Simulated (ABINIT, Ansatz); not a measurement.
Records of electronic-structure calculations.

### A GW chain in ABINIT: InF3 (R-3c)

It takes space group R-3c (No. 167, trigonal). Conventional cell: a = 5.204 Å, b = 5.204 Å, c = 14.723 Å, α = 90.00°, β = 90.00°, γ = 120.00°. Nearest to In lie 6 F at 2.08 Å. Nearest to F lie 2 In at 2.08 Å. Farther neighbours, and contacts between anions beyond the nearest, are not listed.

* method: RPA screening on LDA, plane waves, norm-conserving pseudopotentials (and 2 further levels or steps)
* program: ABINIT 10.8.3
* settings: cutoff 36 Ha, PseudoDojo scalar-relativistic 0.4.1 standard, norm-conserving, ngkpt (2, 2, 2), nband 221, ecuteps 6.5 Ha, inclvkb 2, shiftk (0, 0, 0), symchi 1, awtr 1, frequency ppm, 2×2×2 k-mesh
* cost: 5 runs, 14 min in all on 4 MPI ranks of Arm Neoverse N1, shared host
* notes: The cell and positions are those that the Materials Project relaxed with its own functionals (PBE, PBE+U or r2SCAN), kept fixed. Limits: no spin-orbit coupling. The 2×2×2 mesh is coarse for this cell, which bears on the long-range parts of exchange and screening. The norm-conserving file of at least one element keeps a d shell over frozen s and p shells of the same row. Exchange with those shells is missing from the self-energy, an error of 0.3 to 0.9 eV in cases checked, whose sign depends on which edge lies on those atoms.
* LDA gap: 4.00 eV, indirect (only 32 meV under the direct gap)
* G0W0 gap on the mesh: 6.66 eV
* GW settings: 2×2×2 mesh, 221 bands, screening to 176.9 eV, Godby-Needs plasmon pole
* known limits: short of the basis limit; exchange with frozen shells missing; no spin-orbit coupling; coarse k mesh

G0W0 moves the gap on the mesh from 4.00 eV to 6.66 eV (+2.66 eV), with Z of 0.81 and 0.87 at the edges. Local fields lower the RPA ε∞ on this mesh from 2.64 to 2.46; a Γ-centred mesh this coarse tends to raise both, most where the direct gap is narrow, while a short band sum lowers them.

[Paths, hosts, dates, memory and timing lines, banners, echoed tables and standing remarks are left out of the program output; an Ansatz launch command may be rebuilt from the run's recorded settings. Measured values are a selection of at most five: reports struck by readers or far from the other reports are left out. None is set beside runs whose start may be inverted or whose files or cutoffs have a known fault.]

[Runs of the session that timed out or met a known fault of the program may be left out.]

[Hosts, paths, dates, database ids (printed as entryN), source tags and the programs' standing remarks are cut or masked in the printed files.]

[G0W0 gaps are taken among the corrected bands and points alone; a level outside them can change the order at an edge.]

[Where Ansatz stands beside ABINIT at settings called matched, ABINIT's density can come from a denser mesh and the files from another edition; pairs whose starting gaps differed by over 0.03 eV were left out, so agreement reads better than it is.]
